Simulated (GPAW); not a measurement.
# The Ti K excitation threshold of BaTiO3 (Pm-3m) under uniform strain

For each volume the threshold was computed as E(hole) − E(ground) plus the lowest empty eigenvalue of the hole cell (GPAW, LDA, 10-atom cell, total energies on 5×5×5 k points, the eigenvalue on 5×5×5, hole spin-paired). The values are raw, 23 eV above the value with the free atom's term for the hole's spin taken off; only their change is used. The threshold is the spectrum's zero, where absorption may be weak, not the visible edge.

| volume | ln(V/V₀) | threshold (eV) |
| --- | --- | --- |
| V × 0.97 | -0.03046 | ? |
| V × 1 | +0.00000 | 4970.803 |
| V × 1.03 | +0.02956 | 4970.900 |
| V × 1.09 | +0.08618 | 4971.066 |

Q: Fit a straight line in ln(V/V₀), give its slope, and predict the threshold at V × 0.97.

The means of the given rows are x̄ = +0.03858 and Ē = 4970.923 eV. Σ(x − x̄)(E − Ē) = 0.01164 and Σ(x − x̄)² = 0.003836, so the slope is +3.04 eV, and the line passes the given rows within 0.004 eV. At x = -0.03046 it gives 4970.923 + (+3.04) × (-0.06904) = 4970.713 eV. The run gives 4970.696 eV, a miss of +0.017 eV over a total move of +0.370 eV. The slope is the clamped-ion volume deformation potential of the lowest empty level of the hole cell on this mesh (the hole may pull it below the band edge) against the Ti 1s level, with the hole's relaxation included: the threshold rises by 0.030 eV for 1 % of expansion. The charged cell's image error also scales with the cell's size and isn't taken out.

[Hosts, paths, dates, database ids (printed as entryN), source tags and the programs' standing remarks are cut or masked in the printed files.]

[Lists of maxima count a maximum above −3 eV only where it reaches 4 % of the highest in the window and stands out from its surroundings by 2 % of it (1.5 % where it reaches 55 %); shoulders and weaker maxima are passed over, and of the rest the first, up to two pre-edge ones and the few strongest are named.]
